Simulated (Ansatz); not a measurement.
# BeB2 (P6/mmm): phonons and vibrational spectra

Wanted: phonon frequencies of BeB2 (P6/mmm) and what follows from them.

Method: DFT PBEsol, scalar-relativistic, plane waves, PAW, in Ansatz 0.2.0.

## 1. Set-up

Symmetry: P6/mmm, No. 191, hexagonal system. The conventional cell has a = 2.930 Å, b = 2.930 Å, c = 2.877 Å, α = 90.00°, β = 90.00°, γ = 120.00°. Be has 12 B at 2.22 Å nearest. B has 3 B at 1.69 Å and 6 Be at 2.22 Å nearest. Farther neighbours are not listed.

## 2. Relaxation

The cell and atoms are relaxed, since residual forces and stress would shift the frequencies.

Input file input.yaml:

```yaml
crystal:
  lattice:
    - [2.9296904481, 0.0, 0.0]
    - [-1.464845224, 2.5371863533, 0.0]
    - [0.0, 0.0, 2.877335]
  atoms:
    - { symbol: Be, position: [0.0, 0.0, 0.0] }
    - { symbol: B, position: [0.33333333, 0.66666667, 0.5] }
    - { symbol: B, position: [0.66666667, 0.33333333, 0.5] }
kpoints:
  mp_grid: { grid: [15, 15, 14] }
hamiltonian:
  xc: pbesol
scf:
  occupations: { method: gaussian, width: 0.1 }
output:
  forces: true
  stress: true
  eigenvalues: true
  write_density: true
  write_potential: true
  elf: true
  volumetric_format: npy
relax:
  adjacent_minimum: "off"
  f_tol: 0.005
  max_steps: 80
  cell: { stress_tol: 0.05 }
```

Run with:

```sh
> ansatz run input.yaml --threads 4 --pin off --max-ram 7168MiB --backend cpu --events-out ev --progress --plain --runs-dir out
```

Numbers of over 12 decimals in the logs are rounded to 6 here.

Log:

```text
Engine: ansatz 0.2.0, aarch64-unknown-linux-gnu
Pseudopotentials: kind: paw
Pseudopotential: Be, paw, valence charge 2, recommended cutoff 420 eV (normal), Be.paw.azcp
Pseudopotential: B, paw, valence charge 3, recommended cutoff 420 eV (normal), B.paw.azcp
Functional definition: PBEsol
  exchange = pbesol_x
  correlation = pbesol_c
Crystal: 3 atoms, lattice volume = 21.388 Å³
Basis set: ecut = 420 eV, 405 PW (Γ), exchange–correlation on 40×40×40 points (8 copies of the dense FFT grid, shifted against one another)
Bands: 8, of which v1, the nominal top of the filled ones, is band 4 counted from 1 (3 counted from 0)
Symmetry: 24 space group operations
Space group: P6/mmm (ITA 191), of the structure as read, at distance tolerance 2.8e-5 Å
k-points: 216 of 3150
Non-local potential: Be, projectors of the file, l = 0: 2, l = 1: 2, l = 2: 1
Non-local potential: B, projectors of the file, l = 0: 2, l = 1: 2, l = 2: 1
PAW form: soft (Blöchl's): semilocal exchange-correlation on the pseudo side does not see the compensation charge
PAW frozen core: Be, regenerated for the run's functional, and the local potential with it (the file was generated under x = pbe(κ = 0.804, μ = 0.219515), c = pbe(β = 0.066725))
PAW frozen core: B, regenerated for the run's functional, and the local potential with it (the file was generated under x = pbe(κ = 0.804, μ = 0.219515), c = pbe(β = 0.066725))
PAW one-centre angular grid: Be, 110 points (default); XC on 64 Gauss nodes
PAW one-centre angular grid: B, 110 points (default); XC on 64 Gauss nodes
Initial density: superposition of atomic densities (neutral atoms: chi_scale 0, normalization atom), corrected by the library's trained network
Initial wavefunctions: pseudopotential atomic-orbital guess
Functional: x = pbesol(κ = 0.804, μ = 0.123457), c = pbesol(β = 0.046)
SCF iter   1: F=—  HF=-395.358468 eV  |F-HF|=—  |Δ(HF+E_count)|=         —  Δρ=3.78e-3  dr2=3.16e-3  ethr=1.77e-3  ⟨swp⟩=5.1  Hψ=12884  notcnv=0
preconditioner: auto → none  [metal: Δε(μ)=0.050 eV  Ē_g=12.355 eV  σ=0.100 eV  W_gap=0.27  n_scr=2 (ndim 8)  ℏωp=22.7 eV  f_vac=0.000  D(μ)=0.33/eV (n_scr^D=0)  sad-step TF]
SCF iter   2: F=—  HF=-395.357780 eV  |F-HF|=—  |Δ(HF+E_count)|=   6.89e-4  Δρ=2.25e-3  dr2=1.15e-3  ethr=3.95e-5  ⟨swp⟩=1.0  Hψ=3456  notcnv=0
SCF iter   3: F=—  HF=-395.357436 eV  |F-HF|=—  |Δ(HF+E_count)|=   3.44e-4  Δρ=1.24e-4  dr2=1.58e-6  ethr=1.44e-5  ⟨swp⟩=2.3  Hψ=2510  notcnv=0
SCF iter   4: F=—  HF=-395.357427 eV  |F-HF|=—  |Δ(HF+E_count)|=   8.91e-6  Δρ=2.66e-5  dr2=2.17e-7  ethr=1.97e-8  ⟨swp⟩=2.3  Hψ=2478  notcnv=0
iter 5 did not close the SCF: its close was put off for the readings that it lacked (scf_convergence_deferred on its scf_iter line)
SCF iter   5: F=-395.357427 eV  HF=-395.357427 eV  |F-HF|=2.25e-8  |Δ(HF+E_count)|=   5.63e-8  Δρ=9.65e-6  dr2=3.00e-8  ethr=2.71e-9  ⟨swp⟩=2.1  Hψ=2435  notcnv=0
SCF iter   6: F=-395.357427 eV  HF=-395.357427 eV  |F-HF|=1.46e-9  |Δ(HF+E_count)|=   1.08e-8  Δρ=2.46e-6  dr2=1.94e-9  ethr=3.75e-10  ⟨swp⟩=4.8  Hψ=8353  notcnv=0
SCF 1 converged in 6 iterations: F = -395.357427 eV  dr2 = 1.94e-9
  greatest PAW one-centre occupation: 0.542 electrons in one spin orbital (limit 2), on the B atom at site 2 (counted from 0), in its partial waves of l = 0
relax step   1: F+E_penalty+E_count = -395.35742659 eV  Δ(F+E_penalty+E_count) = +0.000e0 eV  max|allowed force component| = 4.626e-17 eV/Å  Δτ_max = 0.0000 Å  P = -2.343 GPa  Ω = 21.388 Å³  (6 SCF iters, dr2 threshold 1.00e-7 eV, accepted)
Crystal: 3 atoms, lattice volume = 21.212 Å³
Initial density: handed on by an earlier stage of this run
Initial wavefunctions: those handed on with the density
iter 1 solved again at ethr=2.22e-6 eV; its pass at ethr=3.10e-3 eV (dr2=1.78e-4 eV) is discarded
SCF iter   1: F=—  HF=-395.359491 eV  |F-HF|=—  |Δ(HF+E_count)|=         —  Δρ=7.80e-4  dr2=1.71e-4  ethr=2.22e-6  ⟨swp⟩=1.2  Hψ=13580  notcnv=0
preconditioner: auto → none  [metal: Δε(μ)=0.042 eV  Ē_g=12.433 eV  σ=0.100 eV  W_gap=0.23  n_scr=2 (ndim 8)  ℏωp=22.8 eV  f_vac=0.000  D(μ)=0.36/eV (n_scr^D=0)]
SCF iter   2: F=—  HF=-395.359420 eV  |F-HF|=—  |Δ(HF+E_count)|=   7.12e-5  Δρ=1.93e-4  dr2=3.87e-6  ethr=2.14e-6  ⟨swp⟩=2.2  Hψ=2462  notcnv=0
SCF iter   3: F=—  HF=-395.359420 eV  |F-HF|=—  |Δ(HF+E_count)|=   2.53e-7  Δρ=8.45e-5  dr2=6.71e-7  ethr=3.75e-9  ⟨swp⟩=8.3  Hψ=11490  notcnv=0
SCF iter   4: F=-395.359420 eV  HF=-395.359420 eV  |F-HF|=2.76e-11  |Δ(HF+E_count)|=   1.40e-8  Δρ=2.93e-6  dr2=7.31e-10  ethr=3.75e-9  ⟨swp⟩=7.7  Hψ=10336  notcnv=0
SCF 2 converged in 4 iterations: F = -395.359420 eV  dr2 = 7.31e-10
  greatest PAW one-centre occupation: 0.543 electrons in one spin orbital (limit 2), on the B atom at site 2 (counted from 0), in its partial waves of l = 0
relax step   2: F+E_penalty+E_count = -395.35941972 eV  Δ(F+E_penalty+E_count) = -1.993e-3 eV  max|allowed force component| = 3.701e-17 eV/Å  Δτ_max = 0.0000 Å  P = -1.065 GPa  Ω = 21.212 Å³  energy of the carried Pulay correction = +2.527e-4 eV  (4 SCF iters, dr2 threshold 3.00e-7 eV, accepted)
Crystal: 3 atoms, lattice volume = 21.081 Å³
iter 1 solved again at ethr=4.44e-6 eV; its pass at ethr=3.10e-3 eV (dr2=3.55e-4 eV) is discarded
SCF iter   1: F=—  HF=-395.360007 eV  |F-HF|=—  |Δ(HF+E_count)|=         —  Δρ=1.14e-3  dr2=3.66e-4  ethr=4.44e-6  ⟨swp⟩=1.0  Hψ=13439  notcnv=0
preconditioner: auto → none  [metal: Δε(μ)=0.053 eV  Ē_g=12.492 eV  σ=0.100 eV  W_gap=0.28  n_scr=2 (ndim 8)  ℏωp=22.9 eV  f_vac=0.000  D(μ)=0.34/eV (n_scr^D=0)]
SCF iter   2: F=—  HF=-395.359869 eV  |F-HF|=—  |Δ(HF+E_count)|=   1.37e-4  Δρ=1.80e-4  dr2=3.67e-6  ethr=4.44e-6  ⟨swp⟩=2.3  Hψ=2501  notcnv=0
SCF iter   3: F=—  HF=-395.359860 eV  |F-HF|=—  |Δ(HF+E_count)|=   9.76e-6  Δρ=7.54e-5  dr2=6.06e-7  ethr=3.75e-9  ⟨swp⟩=8.4  Hψ=11572  notcnv=0
SCF iter   4: F=-395.359860 eV  HF=-395.359860 eV  |F-HF|=3.41e-10  |Δ(HF+E_count)|=   1.45e-7  Δρ=2.12e-6  dr2=7.21e-10  ethr=3.75e-9  ⟨swp⟩=7.8  Hψ=10369  notcnv=0
SCF 3 converged in 4 iterations: F = -395.359860 eV  dr2 = 7.21e-10
  greatest PAW one-centre occupation: 0.545 electrons in one spin orbital (limit 2), on the B atom at site 2 (counted from 0), in its partial waves of l = 0
relax step   3: F+E_penalty+E_count = -395.35985956 eV  Δ(F+E_penalty+E_count) = -4.398e-4 eV  max|allowed force component| = 1.164e-16 eV/Å  Δτ_max = 0.0000 Å  P = +0.443 GPa  Ω = 21.081 Å³  energy of the carried Pulay correction = +4.676e-4 eV  (4 SCF iters, dr2 threshold 3.00e-7 eV, accepted)
[...]
relax step   4: F+E_penalty+E_count = -395.35995235 eV  Δ(F+E_penalty+E_count) = -9.279e-5 eV  max|allowed force component| = 7.324e-17 eV/Å  Δτ_max = 0.0000 Å  P = +0.004 GPa  Ω = 21.106 Å³  energy of the carried Pulay correction = +4.198e-4 eV  (3 SCF iters, dr2 threshold 3.00e-7 eV, accepted)
Initial wavefunctions: pseudopotential atomic-orbital guess (no wavefunctions were taken with the density)
iter 1 solved again at ethr=4.36e-8 eV; its pass at ethr=3.10e-3 eV (dr2=3.49e-6 eV) is discarded
SCF iter   1: F=—  HF=-395.359544 eV  |F-HF|=—  |Δ(HF+E_count)|=         —  Δρ=4.41e-5  dr2=9.37e-8  ethr=4.36e-8  ⟨swp⟩=2.7  Hψ=17341  notcnv=0
preconditioner: auto → none  [metal: Δε(μ)=0.057 eV  Ē_g=12.473 eV  σ=0.100 eV  W_gap=0.30  n_scr=2 (ndim 8)  ℏωp=22.9 eV  f_vac=0.000  D(μ)=0.36/eV (n_scr^D=0)]
SCF iter   2: F=—  HF=-395.359533 eV  |F-HF|=—  |Δ(HF+E_count)|=   1.12e-5  Δρ=2.18e-5  dr2=2.14e-8  ethr=1.17e-9  ⟨swp⟩=1.1  Hψ=1750  notcnv=0
SCF iter   3: F=—  HF=-395.359533 eV  |F-HF|=—  |Δ(HF+E_count)|=   2.22e-8  Δρ=9.44e-7  dr2=1.73e-10  ethr=2.67e-10  ⟨swp⟩=1.8  Hψ=2226  notcnv=0
SCF iter   4: F=-395.359533 eV  HF=-395.359533 eV  |F-HF|=1.19e-12  |Δ(HF+E_count)|=  4.64e-11  Δρ=2.66e-7  dr2=5.77e-12  ethr=1.00e-12  ⟨swp⟩=5.3  Hψ=6379  notcnv=0
SCF 5 converged in 4 iterations: F = -395.359533 eV  dr2 = 5.77e-12
relax step   5: F+E_penalty+E_count = -395.35953278 eV  Δ(F+E_penalty+E_count) = +4.196e-4 eV  max|allowed force component| = 8.018e-17 eV/Å  Δτ_max = 0.0000 Å  P = -0.025 GPa  Ω = 21.106 Å³  stress off target by 3.54e-2 GPa  SCF on the basis re-selected at this cell (its energy is not comparable with the rows above)  (4 SCF iters)
basis re-selected at this cell: Δ(F+E_penalty+E_count) = +4.196e-4 eV, ΔP = -0.029 GPa vs the last step (what re-selecting the basis moved, of the pressure what is left beyond the Pulay correction that the steps carried, after the strain that the cell walked since its last selection, with what the two solves' SCF thresholds leave and, on support functions, any second-order correction that the steps lacked; it is no m [...]
SCF converged after 4 iterations
Free energy (F): -395.359533 eV
Harris-Foulkes:  -395.359533 eV  (|F-HF|=1.19e-12)
Internal energy: -395.357757 eV  (E = F + TS)
E sigma→0 (E₀):  -395.358645 eV
Entropy (-TS):   -0.001776 eV (-0.592 meV/atom)
Fermi energy:    9.628315 eV
--- Per-component energies (eV) ---
  E_band       = 29.470574
  E_kinetic    = 120.334274
  E_local      = -38.608797  (includes V_loc(G=0)·N_el)
  E_nonlocal   = 27.258301
  E_hartree    = 12.701157
  E_xc         = -84.524448
  E_vxc        = -98.246771  (∫ρ·V_xc dr)
  E_paw        = -208.071861  (= ΣΔE_a)
  E_vpaw       = -6.668735  (= ΣTr[D̂ρ^β])
  E_aug_tail   = -0.000005  (compensation charges beyond the density's cutoff)
  E_ewald      = -224.485331
  E_core_change = 0.038953  (= ΣΔE_core)
  E_smearing   = -0.001776  (= −TS)
  E_closure    = 0.000000  (closes the sum)
  Σ components = -395.359533   (vs F -395.359533, Δ=0.00e0)
--- Forces (eV/Å), atoms counted from 1 ---
  atom   1  Be    -0.00000000     0.00000000     0.00000000
  atom   2  B      0.00000000    -0.00000000     0.00000000
  atom   3  B     -0.00000000     0.00000000     0.00000000
  max |Σ_I F_I| component: 9.25e-18 eV/Å
--- Stress (GPa, compression-positive) ---
       -0.035355      -0.000000       0.000000
       -0.000000      -0.035355       0.000000
        0.000000       0.000000      -0.004619
  P = ⅓ Tr σ = -0.0251 GPa (-0.251 kbar)
--- Band table (eV; the first three rows and the last of 216) ---
  k-point 0: bands = ["-4.9089", "7.4238", "9.5277", "9.5277", "13.3126", "13.3126", "15.2168", "19.1631"]
  k-point 1: bands = ["-4.8410", "6.9215", "9.5655", "9.5655", "13.3996", "13.3996", "15.8739", "19.0963"]
  k-point 2: bands = ["-4.6390", "5.7574", "9.6737", "9.6737", "13.6602", "13.6602", "17.4859", "18.9225"]
  k-point 215: bands = ["2.5969", "3.3541", "3.3541", "5.8037", "5.8037", "11.6161", "19.5614", "23.7112"]
--- Relaxed structure (4 steps of the walk, 4 accepted, 1 SCFs on fresh bases) ---
  F+E_penalty+E_count = -395.35953278 eV   max|allowed force component| = 8.018e-17 eV/Å   (the final SCF, on the basis selected at the relaxed cell)
  cell:  # Å, volume = 21.1059 Å³
    - [2.920857, -2.878049289659572e-11, 0]
    - [-1.460429, 2.529537, -4.795557571868003e-19]
    - [0, -5.438475430896861e-19, 2.856619]
  atoms:
    - { symbol: Be, position: [0, 0, 0] }
    - { symbol: B, position: [0.333333, 0.666667, 0.500000] }
    - { symbol: B, position: [0.666667, 0.333333, 0.500000] }
```

It took 3.9 s on 4 threads of Arm Neoverse V2, shared host; peak memory 0.34 GiB; 14 s of CPU time.

Step by step:

```tsv
step	energy less that of the first step (eV)	largest force component (eV/Å)	pressure (GPa)	volume (Å³)
1	0.0000	0.0000	-2.34	21.39
2	-0.0020	0.0000	-1.07	21.21
3	-0.0024	0.0000	0.44	21.08
4	-0.0025	0.0000	0.00	21.11
5*	-0.0021	0.0000	-0.03	21.11
```

Relaxation steps marked * repeat the geometry before them on a plane-wave basis chosen anew for their cell, so energy and pressure can jump there.

Forces are held to the 24 operations that the run works with; a distortion that breaks them can't arise in this run.

```tsv
conventional cell, symmetrised	before	after	change
a (Å)	2.930	2.921	-0.3 %
b (Å)	2.930	2.921	-0.3 %
c (Å)	2.877	2.857	-0.7 %
volume (Å³/atom)	7.13	7.04	-1.3 %
```

Final coordinates:

```
Be B
1.0
     2.92086    0.00000    0.00000
    -1.46043    2.52954    0.00000
     0.00000    0.00000    2.85662
Be B
1 2
Direct
  0.00000 0.00000 0.00000
  0.33333 0.66667 0.50000
  0.66667 0.33333 0.50000
```

Numbers from this step:

```yaml
pressure: -0.02511 GPa
volume_per_atom: 7.035 Å³
gap_on_the_k_mesh: 0 eV
```

ELF in the ab plane at fractional z = 0.500, with atoms of B within 0.2 Å of it. It is the smooth field of the valence electrons, not physical close to the nuclei.

Values, 15 rows by 15 columns:
```
0.11 0.17 0.31 0.50 0.67 0.79 0.85 0.88 0.85 0.79 0.67 0.50 0.31 0.17 0.11
0.21 0.31 0.45 0.57 0.64 0.67 0.69 0.68 0.67 0.65 0.57 0.45 0.31 0.20 0.17
0.38 0.50 0.57 0.56 0.44 0.30 0.24 0.30 0.44 0.56 0.57 0.50 0.38 0.31 0.31
0.59 0.67 0.64 0.44 0.14 0.01 0.01 0.13 0.44 0.65 0.67 0.59 0.50 0.45 0.50
0.76 0.79 0.67 0.30 0.01 0.02 0.01 0.30 0.67 0.78 0.76 0.67 0.57 0.57 0.67
0.87 0.85 0.69 0.24 0.01 0.01 0.24 0.68 0.85 0.87 0.78 0.65 0.56 0.65 0.79
0.90 0.88 0.68 0.30 0.13 0.30 0.68 0.88 0.90 0.85 0.67 0.44 0.44 0.67 0.85
0.90 0.85 0.67 0.44 0.44 0.67 0.85 0.90 0.88 0.68 0.30 0.13 0.30 0.68 0.88
0.87 0.79 0.65 0.56 0.65 0.78 0.87 0.85 0.68 0.24 0.01 0.01 0.24 0.69 0.85
0.76 0.67 0.57 0.57 0.67 0.76 0.78 0.67 0.30 0.01 0.02 0.01 0.30 0.67 0.79
0.59 0.50 0.45 0.50 0.59 0.67 0.65 0.44 0.13 0.01 0.01 0.14 0.44 0.64 0.67
0.38 0.31 0.31 0.38 0.50 0.57 0.56 0.44 0.30 0.24 0.30 0.44 0.56 0.57 0.50
0.21 0.17 0.20 0.31 0.45 0.57 0.65 0.67 0.68 0.69 0.67 0.64 0.57 0.45 0.31
0.11 0.11 0.17 0.31 0.50 0.67 0.79 0.85 0.88 0.85 0.79 0.67 0.50 0.31 0.17
0.09 0.11 0.21 0.38 0.59 0.76 0.87 0.90 0.90 0.87 0.76 0.59 0.38 0.21 0.11
```
Columns run along a (2.9 Å), rows up along b (2.9 Å). Atoms in or near the plane, at fractional coordinates: B at (0.33, 0.67), B at (0.67, 0.33).

Electrostatic potential energy in the ab plane at fractional z = 0.500, with atoms of B within 0.2 Å of it. With pseudopotentials it is smooth inside the atoms' cores, unlike the true potential.

Ten even steps from '0' (-53 eV) to '9' (10 eV):
```
999998777899999
999986446899999
999742124799999
998410014899999
986200026899999
874100147888788
874212478764467
876446787421247
888788874100147
999999862000268
999999841001489
999999742124799
999999864468999
999999877789999
999999888899999
```
Columns run along a (2.9 Å; values clipped at the 3rd and 97th percentile), rows up along b (2.9 Å). Atoms in or near the plane, at fractional coordinates: B at (0.33, 0.67), B at (0.67, 0.33).

Valence density in the ab plane at fractional z = 0.500, with atoms of B within 0.2 Å of it. It is the smooth field of the valence electrons, not physical close to the nuclei.

Values in e/Å³, 15 rows by 15 columns:
```
0.18 0.21 0.27 0.38 0.53 0.71 0.88 0.94 0.88 0.71 0.53 0.38 0.27 0.21 0.18
0.22 0.27 0.36 0.49 0.66 0.83 0.92 0.92 0.83 0.66 0.49 0.36 0.27 0.22 0.21
0.31 0.38 0.49 0.64 0.77 0.78 0.76 0.78 0.77 0.64 0.49 0.38 0.31 0.27 0.27
0.43 0.53 0.66 0.77 0.69 0.48 0.48 0.69 0.77 0.66 0.53 0.43 0.38 0.36 0.38
0.60 0.71 0.83 0.78 0.48 0.27 0.48 0.78 0.83 0.71 0.60 0.53 0.49 0.49 0.53
0.78 0.88 0.92 0.76 0.48 0.48 0.76 0.92 0.88 0.78 0.71 0.66 0.64 0.66 0.71
0.90 0.94 0.92 0.78 0.69 0.78 0.92 0.94 0.90 0.88 0.83 0.77 0.77 0.83 0.88
0.90 0.88 0.83 0.77 0.77 0.83 0.88 0.90 0.94 0.92 0.78 0.69 0.78 0.92 0.94
0.78 0.71 0.66 0.64 0.66 0.71 0.78 0.88 0.92 0.76 0.48 0.48 0.76 0.92 0.88
0.60 0.53 0.49 0.49 0.53 0.60 0.71 0.83 0.78 0.48 0.27 0.48 0.78 0.83 0.71
0.43 0.38 0.36 0.38 0.43 0.53 0.66 0.77 0.69 0.48 0.48 0.69 0.77 0.66 0.53
0.31 0.27 0.27 0.31 0.38 0.49 0.64 0.77 0.78 0.76 0.78 0.77 0.64 0.49 0.38
0.22 0.21 0.22 0.27 0.36 0.49 0.66 0.83 0.92 0.92 0.83 0.66 0.49 0.36 0.27
0.18 0.18 0.21 0.27 0.38 0.53 0.71 0.88 0.94 0.88 0.71 0.53 0.38 0.27 0.21
0.16 0.18 0.22 0.31 0.43 0.60 0.78 0.90 0.90 0.78 0.60 0.43 0.31 0.22 0.18
```
Columns run along a (2.9 Å), rows up along b (2.9 Å). Atoms in or near the plane, at fractional coordinates: B at (0.33, 0.67), B at (0.67, 0.33).

In this step the volume went from 7.13 to 7.04 Å³/atom.

## 3. Relaxing to small forces for the phonons

Phonons need a cell at rest on their own settings, so the relaxation is repeated with tight tolerances on forces and stress on the k mesh and occupations of the first response run.

Input file input.yaml:

```yaml
crystal:
  lattice:
    - [2.9208573108, 0.0, 0.0]
    - [-1.4604286554, 2.529536632, 0.0]
    - [0.0, 0.0, 2.8566190244]
  atoms:
    - { symbol: Be, position: [0.0, 0.0, 0.0] }
    - { symbol: B, position: [0.3333333333, 0.6666666667, 0.5] }
    - { symbol: B, position: [0.6666666667, 0.3333333333, 0.5] }
kpoints:
  mp_grid: { grid: [15, 15, 16] }
hamiltonian:
  xc: pbesol
scf:
  occupations: { method: methfessel_paxton, width: 0.15 }
output:
  forces: true
  stress: true
  eigenvalues: true
relax:
  adjacent_minimum: "off"
  f_tol: 0.001
  max_steps: 60
  cell: { stress_tol: 0.01 }
```

Log:

```text
[...]
Crystal: 3 atoms, lattice volume = 21.106 Å³
Basis set: ecut = 420 eV, 405 PW (Γ), exchange–correlation on 40×40×40 points (8 copies of the dense FFT grid, shifted against one another)
Bands: 8, of which v1, the nominal top of the filled ones, is band 4 counted from 1 (3 counted from 0)
Symmetry: 24 space group operations
[...]
k-points: 243 of 3600
[...]
--- Band table (eV; the first three rows and the last of 243) ---
[...]
--- Relaxed structure (3 steps of the walk, 3 accepted, 1 SCFs on fresh bases) ---
[...]
cell:  # Å, volume = 21.1024 Å³
    - [2.921253, 0, 0]
    - [-1.460626, 2.529879, 0]
    - [0, 0, 2.855377]
  atoms:
    - { symbol: Be, position: [0, 0, 0] }
    - { symbol: B, position: [0.333333, 0.666667, 0.500000] }
    - { symbol: B, position: [0.666667, 0.333333, 0.500000] }
[key lines of the parts left out:]
SCF converged after 4 iterations
Free energy (F): -395.357346 eV
Fermi energy:    9.670122 eV
P = ⅓ Tr σ = -0.0003 GPa (-0.003 kbar)
```

Elapsed: 3 s, on 4 threads; peak memory 0.34 GiB; 11 s of CPU time.

Little changed from the start: no atom moved by 0.005 Å and no cell edge by 0.1 %.

This step gave:

| Quantity | Value |
| --- | --- |
| pressure | -3.41e-4 GPa |
| volume per atom | 7.034 Å³ |

The forces vanish by symmetry and the pressure is 0.000 GPa, within the tolerances set. The cell now holds 7.03 Å³/atom.

(Part 1 of 2 ends here.)

[Logs are printed without paths, hosts, clocks, repeated set-up lines and the standing remarks that a program may print on its own settings, such as how far it seeks lower states.]

[Hosts, paths, dates, database ids (printed as entryN), source tags and the programs' standing remarks are cut or masked in the printed files.]
